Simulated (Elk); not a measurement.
# Electronic structure of magnetic AlNi3

Aim: the bands and densities of states of AlNi3 in the lowest state of several starts.

Calculated with Elk 11.2.3 (patched build); PBE; all-electron APW+lo, Dirac cores, scalar-relativistic bands.

## (1) The structure

The structure is cubic, space group Pm-3m (No. 221). The conventional cell has a = 3.523 Å, b = 3.523 Å, c = 3.523 Å, α = 90.00°, β = 90.00°, γ = 90.00°. Al has 12 Ni at 2.49 Å nearest. Nearest to Ni lie 4 Al at 2.49 Å and 8 Ni at 2.49 Å. Farther neighbours are not listed.

The cell comes from a database of computed structures and need not be the stable phase.

## (2) Ground-state run

Bands and densities of states are read from a converged potential, so the magnetic state comes first.

This is the lowest of the starts that converged (ferro +++).

Moments are seeded by fields in the spheres (the last three columns under atoms), set against the wanted direction and reduced each loop.

elk.in

```
tasks
  0
  33
  73

xctype
  20

reducebf
  0.5

epsengy
  1e-05

maxscl
  100

rgkmax
  7.0

nempty
  8

swidth
  0.003

lmaxi
  3

spinpol
  .true.

sppath
  './'

avec
  6.65760855553 0.00000000000 0.00000000000
  0.00000000000 6.65760855553 0.00000000000
  0.00000000000 0.00000000000 6.65760855553

atoms
  2
  'Al.in'
  1
  0.0000000000 0.0000000000 0.0000000000   0.000000 0.000000 0.000000
  'Ni.in'
  3
  0.0000000000 0.5000000000 0.5000000000   0.000000 0.000000 -0.030000
  0.5000000000 0.0000000000 0.5000000000   0.000000 0.000000 -0.030000
  0.5000000000 0.5000000000 0.0000000000   0.000000 0.000000 -0.030000

ngridk
  8 8 8

plot3d
  0 0 0
  1 0 0
  0 1 0
  0 0 1
  18 18 18
```

On the command line:

```sh
$ OMP_NUM_THREADS=4 elk
```

Numbers of over 12 decimals in the logs are rounded to 6 here.

Output:

```text
Warning(init1): few empty states an atom for a second variation :    8.000000000
 they are its basis, with spin, DFT+U, afieldc (12 by default), in Hartree-Fock and RDMFT; 30 and more for pressures
Warning(gndstate): core states of species 1 leak from the muffin-tin :   0.4846482722E-03
Warning(gndstate): core states of species 2 leak from the muffin-tin :   0.4139346939E-03

--- INFO.OUT ---
┌─────────────────────────┐
│ Elk code version 11.2.3 │
└─────────────────────────┘

All units are atomic (Hartree, Bohr, etc.)

┌─────────────────────────────────────────────────┐
│ Ground-state run starting from atomic densities │
└─────────────────────────────────────────────────┘

Lattice vectors :
   6.657608556       0.000000000       0.000000000
   0.000000000       6.657608556       0.000000000
   0.000000000       0.000000000       6.657608556

Species : 1 (Al)
 parameters loaded from : Al.in
 name : aluminium
 nuclear charge    :   -13.00000000
 electronic charge :    13.00000000
 atomic mass :    49184.33496
 muffin-tin radius :    2.200000000
 number of radial points in muffin-tin :    793
 inner part over the whole radius :   0.9821194981E-02
 number on inner part of muffin-tin    :    552
 approximate nuclear radius :   0.5839653600E-04
 number of mesh points to nuclear radius :    244
 atomic positions (lattice), magnetic fields (Cartesian) :
  1 :   0.00000000  0.00000000  0.00000000    0.00000000  0.00000000  0.00000000

Species : 2 (Ni)
 parameters loaded from : Ni.in
 name : nickel
 nuclear charge    :   -28.00000000
 electronic charge :    28.00000000
 atomic mass :    106991.5231
 muffin-tin radius :    2.328820078
 number of radial points in muffin-tin :    993
 inner part over the whole radius :   0.9875947638E-02
 number on inner part of muffin-tin    :    700
 approximate nuclear radius :   0.7325707712E-04
 number of mesh points to nuclear radius :    335
 atomic positions (lattice), magnetic fields (Cartesian) :
  1 :   0.00000000  0.50000000  0.50000000    0.00000000  0.00000000 -0.03000000
  2 :   0.50000000  0.00000000  0.50000000    0.00000000  0.00000000 -0.03000000
  3 :   0.50000000  0.50000000  0.00000000    0.00000000  0.00000000 -0.03000000

Total number of atoms per unit cell :    4
Total muffin-tin volume :    203.3171288
 ratio of muffin-tin to unit cell volume :   0.6889999626

Spin treatment :
 spin-polarised
 global magnetic field (Cartesian) :    0.000000000       0.000000000       0.000000000
 collinear magnetisation in z-direction

Number of Bravais lattice symmetries :   48
Number of crystal symmetries         :   48
Crystal has inversion symmetry
Real symmetric eigensolver will be used

k-point grid :      8     8     8
k-point offset :    0.000000000       0.000000000       0.000000000
k-point set is reduced with full crystal symmetry group
Total number of k-points :       35

Muffin-tin radius times maximum |G+k| :    7.000000000
 using average radius
Maximum |G+k| for APW functions       :    3.047963991
Maximum (1/2)|G+k|²                   :    4.645042246
Maximum |G| for potential and density :    12.00000000
Constant for pseudocharge density :    7
 order of it for each species :   14  14
 order of it for pair densities of each species (exact exchange by exxq0 0: 14) :    9  10
Radial integration step length :    1

G-vector grid sizes :     27    27    27
Number of G-vectors :     8601

Maximum angular momentum used for
 APW functions            :    8
 outer part of muffin-tin :    6
 inner part of muffin-tin :    3

Number of empty states         :     32
Total number of valence states :    122
Total number of core states    :     40

Third-order local-orbitals added for an l without core states : T
Total number of local-orbitals :     76

Exchange-correlation functional :     20     0     0
 Perdew-Burke-Ernzerhof, Phys. Rev. Lett. 77, 3865 (1996)
 gradient requirement :    1
 generalised gradient approximation (GGA)

Smearing type :    3
 Fermi-Dirac
Smearing width :   0.3000000000E-02
Effective electronic temperature (K) :    947.3250744

Mixing type :    3
 Broyden mixing, J. Phys. A: Math. Gen. 17, L317 (1984)

Kohn-Sham potential initialised from atomic data

┌──────────────────────────────┐
│ Self-consistent loop started │
└──────────────────────────────┘

┌─────────────────┐
│ Loop number : 1 │
└─────────────────┘

Energies :
 Fermi                       :     0.220025
 sum of occupied eigenvalues :     -2757.3702562221
 electron kinetic            :      4877.4693969436
 core electron kinetic       :      4340.5576044773
 Coulomb                     :     -9473.7632612398
 Coulomb potential           :     -7354.0953870402
 nuclear-nuclear             :     -838.53197100836
 electron-nuclear            :     -9947.9113932226
 Hartree                     :      1312.6801029911
 Madelung                    :     -5796.7155677197
 xc potential                :     -280.54964883643
 xc effective B-field        :    -0.77431148655944E-01
 external B-field            :      0.000000
 exchange                    :     -204.95323560108
 correlation                 :     -4.551088
 electron entropic           :    -0.34822435908870E-02
 total energy                :     -4805.8016697044
 (external B-field energy excluded from total)

Density of states at Fermi energy :    119.5751906
 (states/Hartree/unit cell)

Estimated indirect band gap :   0.3791610765E-03
 from k-point 19 to k-point 13
Estimated direct band gap   :   0.2217313060E-02
 at k-point 6

Charges :
 core                        :    40.00000000
 valence                     :    57.00000000
 interstitial                :    3.635602695
 muffin-tins (core leakage)
  species : 1 (Al)
   atom 1                    :    11.38100236     (  0.5161991732E-03)
  species : 2 (Ni)
   atom 1                    :    27.32779832     (  0.4140243280E-03)
   atom 2                    :    27.32779832     (  0.4140243280E-03)
   atom 3                    :    27.32779832     (  0.4140243280E-03)
 total in muffin-tins        :    93.36439730
 total calculated charge     :    96.99739786
 total charge                :    97.00000000
 error                       :   0.2602138809E-02

Moments :
 interstitial                :  -0.1894771765
 muffin-tins
  species : 1 (Al)
   atom 1                    :  -0.7497640861E-01
  species : 2 (Ni)
   atom 1                    :   0.9954026785
   atom 2                    :   0.9954026785
   atom 3                    :   0.9954026785
 total in muffin-tins        :    2.911231627
 total moment                :    2.721754450

[... earlier loops left out ...]

┌──────────────────┐
│ Loop number : 21 │
└──────────────────┘

Energies :
 Fermi                       :     0.308564
 sum of occupied eigenvalues :     -2746.4503013378
 electron kinetic            :      4878.8291780229
 core electron kinetic       :      4340.6283667914
 Coulomb                     :     -9474.6134082260
 Coulomb potential           :     -7353.1548918145
 nuclear-nuclear             :     -838.53197100836
 electron-nuclear            :     -9950.6473279969
 Hartree                     :      1314.5658907793
 Madelung                    :     -5798.0359623187
 xc potential                :     -272.12166467024
 xc effective B-field        :    -0.29228305008158E-02
 external B-field            :      0.000000
 exchange                    :     -205.03168032458
 correlation                 :     -4.552960
 electron entropic           :    -0.32235483783183E-02
 total energy                :     -4805.3720945383
 (external B-field energy excluded from total)

Density of states at Fermi energy :    109.5444432
 (states/Hartree/unit cell)

Estimated indirect band gap :   0.1774413654E-03
 from k-point 10 to k-point 34
Estimated direct band gap   :   0.1142541278E-02
 at k-point 1

Charges :
 core                        :    40.00000000
 valence                     :    57.00000000
 interstitial                :    3.561744932
 muffin-tins (core leakage)
  species : 1 (Al)
   atom 1                    :    11.41367140     (  0.4846482722E-03)
  species : 2 (Ni)
   atom 1                    :    27.34152789     (  0.4139346939E-03)
   atom 2                    :    27.34152789     (  0.4139346939E-03)
   atom 3                    :    27.34152789     (  0.4139346939E-03)
 total in muffin-tins        :    93.43825507
 total calculated charge     :    96.99748013
 total charge                :    97.00000000
 error                       :   0.2519872315E-02

Moments :
 interstitial                :  -0.2843460464E-01
 muffin-tins
  species : 1 (Al)
   atom 1                    :  -0.1164791863E-01
  species : 2 (Ni)
   atom 1                    :   0.1791272467
   atom 2                    :   0.1791272467
   atom 3                    :   0.1791272467
 total in muffin-tins        :   0.5257338215
 total moment                :   0.4972992169

┌──────────────────────────────┐
│ Self-consistent loop stopped │
└──────────────────────────────┘

Warning : core states of species 1 leak from the muffin-tin :   0.4846482722E-03

Warning : core states of species 2 leak from the muffin-tin :   0.4139346939E-03

Wrote STATE.OUT
```

It took 1.8 min on 4 threads of Arm Neoverse V2, shared host; peak memory 0.44 GiB; 6.9 min of CPU time.

Spin moment in the muffin-tin sphere by atom:

```
atom  spin moment in the muffin-tin sphere (μB)
 Al1                                     -0.012
 Ni2                                      0.179
 Ni3                                      0.179
 Ni4                                      0.179
```

This step gave:

| Item | Value |
| --- | --- |
| density of states at the Fermi level | 4.026 states/eV/cell |
| moment between the spheres | -0.02843 μB |
| magnetization | 0.4973 μB |
| final state | ferromagnetic |

## (3) Levels along a path and on the mesh

The potential is kept. Point names follow a standard table for this cell's lattice and can differ from other conventions. The density of states is interpolated from the levels on the mesh (so its value at the Fermi level can differ from the smeared one of the ground-state run), and the bands are solved anew along a path of special points.

elk.in

```
tasks
  10
  20
  15

xctype
  20

reducebf
  0.5

epsengy
  1e-05

maxscl
  100

rgkmax
  7.0

nempty
  8

swidth
  0.003

lmaxi
  3

spinpol
  .true.

sppath
  './'

avec
  6.65760855553 0.00000000000 0.00000000000
  0.00000000000 6.65760855553 0.00000000000
  0.00000000000 0.00000000000 6.65760855553

atoms
  2
  'Al.in'
  1
  0.0000000000 0.0000000000 0.0000000000   0.000000 0.000000 0.000000
  'Ni.in'
  3
  0.0000000000 0.5000000000 0.5000000000   0.000000 0.000000 -0.000030
  0.5000000000 0.0000000000 0.5000000000   0.000000 0.000000 -0.000030
  0.5000000000 0.5000000000 0.0000000000   0.000000 0.000000 -0.000030

ngridk
  8 8 8

wplot
  300 60 1
  -0.35000 0.25000

plot1d
  7 84
  0.00000000 0.00000000 0.00000000
  0.00000000 0.50000000 0.00000000
  0.50000000 0.50000000 0.00000000
  0.00000000 0.00000000 0.00000000
  0.50000000 0.50000000 0.50000000
  0.00000000 0.50000000 0.00000000
  0.50000000 0.50000000 0.50000000
```

On the command line:

```sh
$ OMP_NUM_THREADS=4 elk
```

Output:

```text
┌─────────────────────────────────┐
│ Elk code version 11.2.3 started │
└─────────────────────────────────┘

Info(readinput): the functional depends on the density's gradient
 muffin-tin radial points multiplied by    2.00000
 (not where nrmtscf is given)

┌───────────────────┐
│ Current task : 10 │
└───────────────────┘
Info(checkmt): changed muffin-tin radius of species 2 (Ni) from   2.4000 to   2.3288

Info(writedos):
 Total density of states written to TDOS.OUT

 Partial density of states written to PDOS_Sss_Aaaaa.OUT
 for all species and atoms

 Spin-quantisation axis :    0.000000000       0.000000000       1.000000000

 Eigenvalues of a random matrix symmetrised with the site
 symmetries in the Yₗₘ basis written to ELMIREP.OUT for all
 species and atoms. Degenerate eigenvalues correspond to
 irreducible representations of each site symmetry group

 Interstitial density of states written to IDOS.OUT

 Fermi energy is at zero in plots

 DOS units are states/Hartree/unit cell

┌───────────────────┐
│ Current task : 20 │
└───────────────────┘

Info(bandstr):
 Band structure plot written to BAND.OUT

 Fermi energy is at zero in plot

 Vertex location lines written to BANDLINES.OUT

┌───────────────────┐
│ Current task : 15 │
└───────────────────┘

Warning(init1): few empty states an atom for a second variation :    8.000000000
 they are its basis, with spin, DFT+U, afieldc (12 by default), in Hartree-Fock and RDMFT; 30 and more for pressures

Info(writelsj):
 muffin-tin L, S and J expectation values written to LSJ.OUT

┌──────────────────┐
│ Elk code stopped │
└──────────────────┘
```

Elapsed: 82 s, on 4 threads; peak memory 0.46 GiB; 3.8 min of CPU time.

The electronic bands at the labelled points (eV, zero at the Fermi level; # counts the bands kept):

```
          point  up #14  up #15  up #16  up #17  down #13  down #14  down #15  down #17
              Γ    0.01    0.01    0.01    0.80     -0.02      0.31      0.31      0.78
0.45 of the way   -0.57   -0.54   -0.42    0.01     -0.54     -0.48     -0.41      0.31
              X   -1.18   -1.03   -0.48    0.02     -1.01     -1.01     -0.87      0.32
0.55 of the way   -1.03   -0.75   -0.61   -0.53     -0.92     -0.88     -0.62     -0.25
              M   -1.22   -0.95   -0.94   -0.58     -1.19     -1.14     -0.82     -0.48
        halfway   -0.72   -0.71   -0.32    0.00     -0.85     -0.61     -0.53      0.08
              Γ    0.01    0.01    0.01    0.80     -0.02      0.31      0.31      0.78
        halfway   -0.90   -0.90   -0.12    0.55     -1.00     -0.76     -0.76      0.59
              R   -1.05   -1.05   -0.31   -0.18     -1.21     -0.92     -0.92      0.08
        halfway   -0.97   -0.96   -0.63   -0.27     -0.84     -0.83     -0.79     -0.01
              X   -1.18   -1.03   -0.48    0.02     -1.01     -1.01     -0.87      0.32
0.47 of the way   -1.03   -0.91   -0.63   -0.27     -0.86     -0.84     -0.79     -0.01
              R   -1.05   -1.05   -0.31   -0.18     -1.21     -0.92     -0.92      0.08
```

The density of states has structure finer than the step of the table below, so its rows give means over 1 eV, whole bins alone (the curve runs from -9.52 to 6.75 eV). Peaks (eV: height): up -3.3: 5.48, -2.9: 4.32, -2.1: 6.12, -1.2: 7.70; down -3.2: 4.81, -2.7: 4.68, -2.0: 6.19, -0.9: 7.33; Al1 p up -4.0: 0.0804, -3.2: 0.194, -2.6: 0.0915, 1.4: 0.0841; Al1 p down -4.1: 0.083, -3.1: 0.224, -2.5: 0.105, 1.5: 0.0892; Ni2 d up -3.3: 1.36, -2.9: 1.18, -2.1: 1.79, -1.2: 2.43.

Table of density of states by energy, zero at the Fermi level; means over each step; values in states/eV/cell:

```
energy (eV)     up   down  Al1 p up  Al1 p down  Ni2 d up  Ni2 d down
         -9  0.167  0.168   0.00287     0.00287    7.6e-4      7.6e-4
         -8  0.282  0.285   0.00647     0.00652   0.00323     0.00318
         -7  0.322  0.319   0.00887     0.00883   0.00956     0.00919
         -6  0.408  0.400    0.0222      0.0219    0.0266      0.0251
         -5  0.765  0.715    0.0562      0.0552    0.0826      0.0704
         -4   1.26   1.18    0.0592      0.0613     0.247       0.219
         -3   3.84   3.48     0.109       0.111     0.994       0.880
         -2   3.20   3.28    0.0370      0.0402     0.918       0.930
         -1   5.08   4.89    0.0127      0.0148      1.57        1.50
          0   1.69   2.24    0.0157      0.0141     0.476       0.653
          1  0.662  0.559    0.0465      0.0358     0.138       0.126
          2  0.657  0.756    0.0614      0.0658     0.103       0.131
          3  0.437  0.464    0.0473      0.0490    0.0522      0.0595
          4  0.308  0.295    0.0254      0.0263    0.0360      0.0354
          5  0.619  0.608    0.0447      0.0434    0.0655      0.0678
          6  0.622  0.641    0.0433      0.0460    0.0550      0.0590
```

## (4) Outcome

| Quantity | Value |
| --- | --- |
| state | ferromagnetic |
| largest moment | 0.179 μB |

What this shows: Right at the Fermi level (the table gives means over its steps) the density of states is 1.0 states/eV a cell for spin up and 3.1 for spin down. Within the window shown, the centres of the Ni2 d states of the two spins lie 0.18 eV apart, a rough measure of the splitting of the spins. The state is the lowest of the starts that converged. These are Kohn–Sham levels without spin–orbit coupling.

[Logs and program files are shortened in this print: banners, set-up blocks, solver, clock and traceback lines can be left out without a mark of their own.]

[Logs are printed without paths, hosts, clocks, repeated set-up lines and the standing remarks that a program may print on its own settings, such as how far it seeks lower states.]

[Hosts, paths, dates, database ids (printed as entryN), source tags and the programs' standing remarks are cut or masked in the printed files.]

[Where a cell is said to come from a database of computed structures, the database is the Materials Project.]
